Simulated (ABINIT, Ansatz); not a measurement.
# Quasiparticle gap of MgH2 (P4_2/mnm) in ABINIT, part 2 of 3

Aim: the G0W0 gap of MgH2 (P4_2/mnm) on PBE, step by step.

ABINIT 10.8.3; PBE and many-body steps on it, plane waves. Known limits of the many-body steps: short of the basis limit; coarse k mesh.

So far. Step 2 (Ground state): The gap is indirect, with the least direct gap 0.77 eV higher.

## 3. Bands along the symmetry lines

Level of this step: DFT, PBE, plane waves, norm-conserving pseudopotentials (ABINIT).

The cheap functional maps the bands first; the places of the edges decide which points the dearer methods must see.

The input, run.abi:

```
acell 3*1.0 Angstrom
rprim 
  4.516800000000 0.000000000000 0.000000000000
  0.000000000000 4.516800000000 0.000000000000
  0.000000000000 0.000000000000 3.020500000000
ntypat 2
znucl 12 1
natom 6
typat 1 1 2 2 2 2
xred 
  0.000000000000 0.000000000000 0.000000000000
  0.500000000000 0.500000000000 0.500000000000
  0.306000000000 0.306000000000 0.000000000000
  0.194000000000 0.806000000000 0.500000000000
  0.694000000000 0.694000000000 0.000000000000
  0.806000000000 0.194000000000 0.500000000000
pp_dirpath "pseudos"
pseudos "Mg.upf, H.upf"
ecut 38
iscf -2
irdden 1
kptopt 0
nkpt 75
kpt 
  0.00000000 0.00000000 0.00000000
  0.00000000 0.06250000 0.00000000
  0.00000000 0.12500000 0.00000000
  0.00000000 0.18750000 0.00000000
  0.00000000 0.25000000 0.00000000
  0.00000000 0.31250000 0.00000000
  0.00000000 0.37500000 0.00000000
  0.00000000 0.43750000 0.00000000
  0.00000000 0.50000000 0.00000000
  0.06250000 0.50000000 0.00000000
  0.12500000 0.50000000 0.00000000
  0.18750000 0.50000000 0.00000000
  0.25000000 0.50000000 0.00000000
  0.31250000 0.50000000 0.00000000
  0.37500000 0.50000000 0.00000000
  0.43750000 0.50000000 0.00000000
  0.50000000 0.50000000 0.00000000
  0.43750000 0.43750000 0.00000000
  0.37500000 0.37500000 0.00000000
  0.31250000 0.31250000 0.00000000
  0.25000000 0.25000000 0.00000000
  0.18750000 0.18750000 0.00000000
  0.12500000 0.12500000 0.00000000
  0.06250000 0.06250000 0.00000000
  0.00000000 0.00000000 0.00000000
  0.00000000 0.00000000 0.06250000
  0.00000000 0.00000000 0.12500000
  0.00000000 0.00000000 0.18750000
  0.00000000 0.00000000 0.25000000
  0.00000000 0.00000000 0.31250000
  0.00000000 0.00000000 0.37500000
  0.00000000 0.00000000 0.43750000
  0.00000000 0.00000000 0.50000000
  0.00000000 0.06250000 0.50000000
  0.00000000 0.12500000 0.50000000
  0.00000000 0.18750000 0.50000000
  0.00000000 0.25000000 0.50000000
  0.00000000 0.31250000 0.50000000
  0.00000000 0.37500000 0.50000000
  0.00000000 0.43750000 0.50000000
  0.00000000 0.50000000 0.50000000
  0.06250000 0.50000000 0.50000000
  0.12500000 0.50000000 0.50000000
  0.18750000 0.50000000 0.50000000
  0.25000000 0.50000000 0.50000000
  0.31250000 0.50000000 0.50000000
  0.37500000 0.50000000 0.50000000
  0.43750000 0.50000000 0.50000000
  0.50000000 0.50000000 0.50000000
  0.43750000 0.43750000 0.50000000
  0.37500000 0.37500000 0.50000000
  0.31250000 0.31250000 0.50000000
  0.25000000 0.25000000 0.50000000
  0.18750000 0.18750000 0.50000000
  0.12500000 0.12500000 0.50000000
  0.06250000 0.06250000 0.50000000
  0.00000000 0.00000000 0.50000000
  0.00000000 0.50000000 0.00000000
  0.00000000 0.50000000 0.06250000
  0.00000000 0.50000000 0.12500000
  0.00000000 0.50000000 0.18750000
  0.00000000 0.50000000 0.25000000
  0.00000000 0.50000000 0.31250000
  0.00000000 0.50000000 0.37500000
  0.00000000 0.50000000 0.43750000
  0.00000000 0.50000000 0.50000000
  0.50000000 0.50000000 0.00000000
  0.50000000 0.50000000 0.06250000
  0.50000000 0.50000000 0.12500000
  0.50000000 0.50000000 0.18750000
  0.50000000 0.50000000 0.25000000
  0.50000000 0.50000000 0.31250000
  0.50000000 0.50000000 0.37500000
  0.50000000 0.50000000 0.43750000
  0.50000000 0.50000000 0.50000000
istwfk *1
nband 19
nbdbuf 2
tolwfr 1e-08
nstep 40
prtwf 0
prtvol 0
indata_prefix "in"
outdata_prefix "out"
tmpdata_prefix "tmp"
```

Command:

```sh
$ OMP_NUM_THREADS=1 mpirun -n 4 abinit run.abi > log
```

Output:

```text
.Version 10.8.3 of ABINIT. v10.8.2 released Aug 2026.

 Symmetries : space group P4_2/m n m (#136); Bravais tP (primitive tetrag.)
[... echo of the input left out ...]
== DATASET  1 ==================================================================
-   mpi_nproc: 4, omp_nthreads: 1 (-1 if OMP is not activated)

--- !DatasetInfo
iteration_state: {dtset: 1, }
dimensions: {natom: 6, nkpt: 75, mband: 19, nsppol: 1, nspinor: 1, nspden: 1, mpw: 4696, }
cutoff_energies: {ecut:  38.0, pawecutdg:  -1.0, }
electrons: {nelect:   2.40000000E+01, charge:   0.00000000E+00, occopt:   1.00000000E+00, tsmear:   1.00000000E-02, }

 Real(R)+Recip(G) space primitive vectors, cartesian coordinates (Bohr,Bohr^-1):
 R(1)=  8.5355150  0.0000000  0.0000000  G(1)=  0.1171575  0.0000000  0.0000000
 R(2)=  0.0000000  8.5355150  0.0000000  G(2)=  0.0000000  0.1171575  0.0000000
 R(3)=  0.0000000  0.0000000  5.7079178  G(3)=  0.0000000  0.0000000  0.1751952
 Unit cell volume ucvol=  4.1585044E+02 bohr^3
 Angles (23,13,12)=  9.00000000E+01  9.00000000E+01  9.00000000E+01 degrees

 getcut: wavevector=  0.0000  0.0000  0.0000  ngfft=  48  48  32
         ecut(hartree)=     38.000   => boxcut(ratio)=   2.02030

--- Pseudopotential description ------------------------------------------------
- Mg Generated using ONCVPSP code by D. R. Hamann
- 12.00000  10.00000  171031                  znucl, zion, pspdat
12 -101130 1 -1 1510                          pspcod,pspxc,lmax,lloc,mmax
     nproj     2     2
  pspatm : epsatm=    9.22893308
         --- l  ekb(1:nproj) -->
             0    2.250005   -0.808630
             1   -6.469357   -2.503313
 pspatm: atomic psp has been read  and splines computed

- H Generated using ONCVPSP code by D. R. Hamann
-  1.00000   1.00000  171031                  znucl, zion, pspdat
12 -101130 1 -1 1166                          pspcod,pspxc,lmax,lloc,mmax
     nproj     2     1
  pspatm : epsatm=    0.36186929
         --- l  ekb(1:nproj) -->
             0   -1.701123   -0.534484
             1   -0.503321
 pspatm: atomic psp has been read  and splines computed

--------------------------------------------------------------------------------

================================================================================
 prteigrs : about to open file out_EIG
 Non-SCF case, kpt    1 (  0.00000  0.00000  0.00000), residuals and eigenvalues=
  1.90E-09  1.82E-09  1.41E-09  5.53E-09  1.66E-09  4.14E-09  1.23E-09  4.50E-09
  5.70E-09  7.48E-10  3.52E-09  2.40E-09  3.38E-09  9.32E-09  3.34E-09  7.57E-09
[...]
-2.6905E+00 -2.6904E+00 -1.4698E+00 -1.4698E+00 -1.4690E+00 -1.4690E+00
 -1.4681E+00 -1.4680E+00 -2.1923E-01 -3.5928E-02 -3.5928E-02 -1.4231E-03
  1.9137E-01  2.0386E-01  3.5151E-01  3.5151E-01  4.1956E-01  4.2899E-01
  4.6543E-01
 Non-SCF case, kpt    2 (  0.00000  0.06250  0.00000), residuals and eigenvalues=
[...]
4.7623E-01
[...]
Non-SCF case, kpt   74 (  0.50000  0.50000  0.43750), residuals and eigenvalues=
[...]
5.3403E-01
 Non-SCF case, kpt   75 (  0.50000  0.50000  0.50000), residuals and eigenvalues=
[...]
-1.4689E+00 -1.4689E+00 -5.3121E-02 -5.3121E-02 -1.7354E-02 -1.7354E-02
  1.5791E-01  1.5791E-01  1.7039E-01  1.7039E-01  4.9203E-01  4.9203E-01
  5.4006E-01

--- !ResultsGS
iteration_state: {dtset: 1, }
comment   : Summary of ground state results
lattice_vectors:
- [  8.5355150,   0.0000000,   0.0000000, ]
- [  0.0000000,   8.5355150,   0.0000000, ]
- [  0.0000000,   0.0000000,   5.7079178, ]
lattice_lengths: [   8.53551,    8.53551,    5.70792, ]
lattice_angles: [ 90.000,  90.000,  90.000, ] # degrees, (23, 13, 12)
lattice_volume:   4.1585044E+02
convergence: {deltae:  0.000E+00, res2:  0.000E+00, residm:  9.977E-09, diffor:  0.000E+00, }
etotal    :  -1.21164268E+02
entropy   :   0.00000000E+00
fermie    :   1.47601763E-02
cartesian_stress_tensor: null
pressure_GPa: null
xred      :
- [  0.0000E+00,   0.0000E+00,   0.0000E+00, Mg]
- [  5.0000E-01,   5.0000E-01,   5.0000E-01, Mg]
- [  3.0600E-01,   3.0600E-01,   0.0000E+00,  H]
- [  1.9400E-01,   8.0600E-01,   5.0000E-01,  H]
- [  6.9400E-01,   6.9400E-01,   0.0000E+00,  H]
- [  8.0600E-01,   1.9400E-01,   5.0000E-01,  H]
cartesian_forces: null
force_length_stats: {min: null, max: null, mean: null, }

 Integrated electronic density in atomic spheres:
 ------------------------------------------------
 Atom  Sphere_radius  Integrated_density
[...]
================================================================================

 ----iterations are completed or convergence reached----

 Mean square residual over all n,k,spin=   38.705E-10; max=  99.769E-10
 reduced coordinates (array xred) for    6 atoms
[...]
cartesian coordinates (angstrom) at end:
    1      0.000000     0.000000     0.000000
    2      2.258400     2.258400     1.510250
    3      1.382141     1.382141     0.000000
    4      0.876259     3.640541     1.510250
    5      3.134659     3.134659     0.000000
    6      3.640541     0.876259     1.510250
 length scales=  1.889726  1.889726  1.889726 bohr
              =  1.000000  1.000000  1.000000 angstroms
 prteigrs : about to open file out_EIG
 Eigenvalues (hartree) for nkpt=  75  k points:
 kpt#   1, nband= 19, wtk=  1.00000, kpt=  0.0000  0.0000  0.0000 (reduced coord)
[...]
kpt#   2, nband= 19, wtk=  1.00000, kpt=  0.0000  0.0625  0.0000 (reduced coord)
[...]
kpt#   3, nband= 19, wtk=  1.00000, kpt=  0.0000  0.1250  0.0000 (reduced coord)
[...]
kpt#  74, nband= 19, wtk=  1.00000, kpt=  0.5000  0.5000  0.4375 (reduced coord)
[...]
0.48732    0.48732    0.53403
 kpt#  75, nband= 19, wtk=  1.00000, kpt=  0.5000  0.5000  0.5000 (reduced coord)
  -2.69036   -2.69036   -1.46959   -1.46959   -1.46930   -1.46930   -1.46891   -1.46891
  -0.05312   -0.05312   -0.01735   -0.01735    0.15791    0.15791    0.17039    0.17039
   0.49203    0.49203    0.54006

== END DATASET(S) ==============================================================
================================================================================

 -outvars: echo values of variables after computation  --------
            nband          19
             nkpt          75
          spgroup         136
 [... the other variables as echoed above ...]

 Calculation completed.
```

It took 25 s on 4 MPI ranks of Arm Neoverse N1, shared host; peak memory 0.35 GiB; 1.7 min of CPU time.

This step gave:

- gap: 3.756 eV
- k of the valence top: 0, 0.25, 0
- k of the conduction bottom: 0.375, 0.375, 0.5
- least direct gap: 4.523 eV

The gap is 3.756 eV, −0.139 eV from the run before at this level.

Electronic bands along the path, in eV, zero at the top of the highest filled band:

```csv
point,band 9,band 10,band 11,band 12,band 13,band 14,band 15,band 16
Γ,-6.37,-1.38,-1.38,-0.44,4.81,5.15,9.16,9.16
halfway,-5.96,-2.94,-1.11,0.00,4.80,6.52,7.18,10.09
X,-4.76,-4.76,-0.45,-0.45,5.38,5.38,10.13,10.13
halfway,-4.40,-4.40,-1.46,-1.46,6.82,6.82,10.29,10.29
M,-3.71,-3.71,-2.65,-2.65,9.11,9.11,9.16,9.16
halfway,-5.55,-2.94,-2.11,-0.32,5.76,6.86,8.16,10.09
Γ,-6.37,-1.38,-1.38,-0.44,4.81,5.15,9.16,9.16
halfway,-5.45,-0.80,-0.80,-0.66,5.18,5.83,7.65,9.03
Z,-2.96,-2.96,-0.02,-0.02,6.29,6.29,6.86,6.86
halfway,-2.68,-2.68,-0.42,-0.42,5.37,5.37,7.34,7.34
R,-2.23,-2.23,-1.01,-1.01,5.20,5.20,6.87,6.87
halfway,-2.06,-2.06,-0.93,-0.93,4.28,4.28,5.41,5.41
A,-1.85,-1.85,-0.87,-0.87,3.90,3.90,4.23,4.23
halfway,-2.47,-2.39,-0.70,-0.49,4.18,5.07,6.00,6.68
Z,-2.96,-2.96,-0.02,-0.02,6.29,6.29,6.86,6.86
jump to X,-4.76,-4.76,-0.45,-0.45,5.38,5.38,10.13,10.13
halfway,-3.91,-3.91,-0.26,-0.26,5.88,5.88,7.33,7.33
R,-2.23,-2.23,-1.01,-1.01,5.20,5.20,6.87,6.87
jump to M,-3.71,-3.71,-2.65,-2.65,9.11,9.11,9.16,9.16
halfway,-2.95,-2.95,-1.95,-1.95,6.46,6.46,6.82,6.82
A,-1.85,-1.85,-0.87,-0.87,3.90,3.90,4.23,4.23
```

The electronic bands as a text plot (rows in eV, shown from -8.0 to 7.9 only):

```
    7.5 |           ++       +++   ++          +++   +++    +
    6.9 |  +    +     +        ++++  ++       +++++     ++   +
    6.2 |  ++  +     + +      +  +     +      + +++  +       +
    5.5 | +  ++       +++  +++ ++ +++   +    + + + ++ ++      +
    4.9 |+++++          ++++ ++      +++ +   ++++       ++     +
    4.2 |                               +++++ +                 +
    3.6 |                                 ++++
    2.9 |
    2.2 |
    1.6 |
    0.9 |
    0.3 |  *           **        *               **
   -0.4 |** ***       *  ******** ***        ***** *****
   -1.1 |****  *     *   ******      *********          **     **
   -1.7 |**     *   *  **      *         ****                ** *
   -2.4 |        ********       *  ******    ***        ***** **
   -3.0 |  *         **          **             ***    *    **
   -3.7 |   *    ****           *                    **   **
   -4.4 |    * **  **          *                    *
   -5.0 |    **      *        *                    *
   -5.7 |  **         **    **
   -6.3 |**             ****
   -7.0 |
   -7.7 |
         Γ   X    M      Γ       Z    R    A     Z|X    R|M     A
```

## 4. Empty states on the mesh, 4×4×4 mesh, 105 bands

The sums over transitions need many empty states on a uniform mesh; this step solves for them.

The input, run.abi:

```
acell 3*1.0 Angstrom
rprim 
  4.516800000000 0.000000000000 0.000000000000
  0.000000000000 4.516800000000 0.000000000000
  0.000000000000 0.000000000000 3.020500000000
ntypat 2
znucl 12 1
natom 6
typat 1 1 2 2 2 2
xred 
  0.000000000000 0.000000000000 0.000000000000
  0.500000000000 0.500000000000 0.500000000000
  0.306000000000 0.306000000000 0.000000000000
  0.194000000000 0.806000000000 0.500000000000
  0.694000000000 0.694000000000 0.000000000000
  0.806000000000 0.194000000000 0.500000000000
pp_dirpath "pseudos"
pseudos "Mg.upf, H.upf"
ecut 38
ngkpt 4 4 4
nshiftk 1
shiftk 0 0 0
kptopt 1
chksymbreak 0
iscf -2
irdden 1
istwfk *1
nband 105
nbdbuf 8
tolwfr 1e-09
nstep 60
prtvol 0
indata_prefix "in"
outdata_prefix "out"
tmpdata_prefix "tmp"
```

Output:

```text
.Version 10.8.3 of ABINIT. v10.8.2 released Aug 2026.

 Symmetries : space group P4_2/m n m (#136); Bravais tP (primitive tetrag.)
[... echo of the input left out ...]
== DATASET  1 ==================================================================
-   mpi_nproc: 4, omp_nthreads: 1 (-1 if OMP is not activated)

--- !DatasetInfo
iteration_state: {dtset: 1, }
dimensions: {natom: 6, nkpt: 18, mband: 105, nsppol: 1, nspinor: 1, nspden: 1, mpw: 4696, }
cutoff_energies: {ecut:  38.0, pawecutdg:  -1.0, }
electrons: {nelect:   2.40000000E+01, charge:   0.00000000E+00, occopt:   1.00000000E+00, tsmear:   1.00000000E-02, }

 Real(R)+Recip(G) space primitive vectors, cartesian coordinates (Bohr,Bohr^-1):
 R(1)=  8.5355150  0.0000000  0.0000000  G(1)=  0.1171575  0.0000000  0.0000000
 R(2)=  0.0000000  8.5355150  0.0000000  G(2)=  0.0000000  0.1171575  0.0000000
 R(3)=  0.0000000  0.0000000  5.7079178  G(3)=  0.0000000  0.0000000  0.1751952
 Unit cell volume ucvol=  4.1585044E+02 bohr^3
 Angles (23,13,12)=  9.00000000E+01  9.00000000E+01  9.00000000E+01 degrees

 getcut: wavevector=  0.0000  0.0000  0.0000  ngfft=  48  48  32
         ecut(hartree)=     38.000   => boxcut(ratio)=   2.02030

--- Pseudopotential description ------------------------------------------------
- Mg Generated using ONCVPSP code by D. R. Hamann
- 12.00000  10.00000  171031                  znucl, zion, pspdat
12 -101130 1 -1 1510                          pspcod,pspxc,lmax,lloc,mmax
     nproj     2     2
  pspatm : epsatm=    9.22893308
         --- l  ekb(1:nproj) -->
             0    2.250005   -0.808630
             1   -6.469357   -2.503313
 pspatm: atomic psp has been read  and splines computed

- H Generated using ONCVPSP code by D. R. Hamann
-  1.00000   1.00000  171031                  znucl, zion, pspdat
12 -101130 1 -1 1166                          pspcod,pspxc,lmax,lloc,mmax
     nproj     2     1
  pspatm : epsatm=    0.36186929
         --- l  ekb(1:nproj) -->
             0   -1.701123   -0.534484
             1   -0.503321
 pspatm: atomic psp has been read  and splines computed

--------------------------------------------------------------------------------

================================================================================
 prteigrs : about to open file out_EIG
 Non-SCF case, kpt    1 (  0.00000  0.00000  0.00000), residuals and eigenvalues=
  4.99E-10  5.81E-10  1.77E-10  1.39E-10  1.16E-10  2.03E-10  2.36E-10  2.11E-10
  2.23E-10  2.96E-11  3.55E-10  7.09E-10  2.44E-10  6.49E-10  3.41E-11  4.62E-10
  4.46E-10  7.89E-10  2.33E-10  3.80E-11  3.72E-10  9.65E-10  3.03E-10  5.63E-10
[...]
1.85E-05
 -2.6905E+00 -2.6904E+00 -1.4698E+00 -1.4698E+00 -1.4690E+00 -1.4690E+00
 -1.4681E+00 -1.4680E+00 -2.1923E-01 -3.5928E-02 -3.5928E-02 -1.4231E-03
  1.9137E-01  2.0386E-01  3.5151E-01  3.5151E-01  4.1956E-01  4.2899E-01
[...]
2.4617E+00  2.4617E+00  2.4799E+00  2.4933E+00  2.5003E+00  2.5037E+00
  2.5037E+00  2.5094E+00  2.5094E+00  2.5962E+00  2.5962E+00  2.6068E+00
[...]
prteigrs : prtvol=0 or 1, do not print more k-points.

--- !ResultsGS
iteration_state: {dtset: 1, }
comment   : Summary of ground state results
lattice_vectors:
- [  8.5355150,   0.0000000,   0.0000000, ]
- [  0.0000000,   8.5355150,   0.0000000, ]
- [  0.0000000,   0.0000000,   5.7079178, ]
lattice_lengths: [   8.53551,    8.53551,    5.70792, ]
lattice_angles: [ 90.000,  90.000,  90.000, ] # degrees, (23, 13, 12)
lattice_volume:   4.1585044E+02
convergence: {deltae:  0.000E+00, res2:  0.000E+00, residm:  9.956E-10, diffor:  0.000E+00, }
etotal    :  -1.21164268E+02
entropy   :   0.00000000E+00
fermie    :   1.47601763E-02
cartesian_stress_tensor: null
pressure_GPa: null
xred      :
- [  0.0000E+00,   0.0000E+00,   0.0000E+00, Mg]
- [  5.0000E-01,   5.0000E-01,   5.0000E-01, Mg]
- [  3.0600E-01,   3.0600E-01,   0.0000E+00,  H]
- [  1.9400E-01,   8.0600E-01,   5.0000E-01,  H]
- [  6.9400E-01,   6.9400E-01,   0.0000E+00,  H]
- [  8.0600E-01,   1.9400E-01,   5.0000E-01,  H]
cartesian_forces: null
force_length_stats: {min: null, max: null, mean: null, }

 Integrated electronic density in atomic spheres:
 ------------------------------------------------
 Atom  Sphere_radius  Integrated_density
[...]
================================================================================

 ----iterations are completed or convergence reached----

 Mean square residual over all n,k,spin=   35.359E-11; max=  99.564E-11
 reduced coordinates (array xred) for    6 atoms
[...]
0.694000      0.694000      0.000000
       0.806000      0.194000      0.500000

 cartesian coordinates (angstrom) at end:
    1      0.000000     0.000000     0.000000
    2      2.258400     2.258400     1.510250
    3      1.382141     1.382141     0.000000
    4      0.876259     3.640541     1.510250
    5      3.134659     3.134659     0.000000
    6      3.640541     0.876259     1.510250
 length scales=  1.889726  1.889726  1.889726 bohr
              =  1.000000  1.000000  1.000000 angstroms
 prteigrs : about to open file out_EIG
 Eigenvalues (hartree) for nkpt=  18  k points:
 kpt#   1, nband=105, wtk=  0.01563, kpt=  0.0000  0.0000  0.0000 (reduced coord)
[...]
2.37187    2.43689    2.46175    2.46175    2.47988    2.49335    2.50026    2.50371
   2.50371    2.50938    2.50938    2.59618    2.59622    2.60682    2.61692    2.61997
   2.63346
 prteigrs : prtvol=0 or 1, do not print more k-points.

== END DATASET(S) ==============================================================
================================================================================

 -outvars: echo values of variables after computation  --------
            nband         105
             nkpt          18
          spgroup         136
 [... the other variables as echoed above ...]

 Calculation completed.
```

The job ended after 78 s (4 MPI ranks; peak memory 0.4 GiB; 5.2 min of CPU time).

This step gave:

| Property | Result |
| --- | --- |
| gap | 3.895 eV |
| k of the valence top | 0.25, 0, 0 |
| k of the conduction bottom | 0.5, 0.5, 0.5 |
| least direct gap | 4.666 eV |
| k points computed | 18 |
| lowest point of the top converged band, above the valence top | 62.7255 eV |

On this mesh the gap is 3.895 eV.

(Continued in part 3 of 3.)

[Long decimals in the printed logs are rounded to 6 places.]

[Logs are printed without paths, hosts, clocks, repeated set-up lines and the standing remarks that a program may print on its own settings, such as how far it seeks lower states.]

[Paths, hosts, dates, memory and timing lines, banners, echoed tables and standing remarks are left out of the program output; an Ansatz launch command may be rebuilt from the run's recorded settings. Measured values are a selection of at most five: reports struck by readers or far from the other reports are left out. None is set beside runs whose start may be inverted or whose files or cutoffs have a known fault.]

[Runs of the session that timed out or met a known fault of the program may be left out.]

[Hosts, paths, dates, database ids (printed as entryN), source tags and the programs' standing remarks are cut or masked in the printed files.]

[G0W0 gaps are taken among the corrected bands and points alone; a level outside them can change the order at an edge.]

[Where Ansatz stands beside ABINIT at settings called matched, ABINIT's density can come from a denser mesh and the files from another edition; pairs whose starting gaps differed by over 0.03 eV were left out, so agreement reads better than it is.]
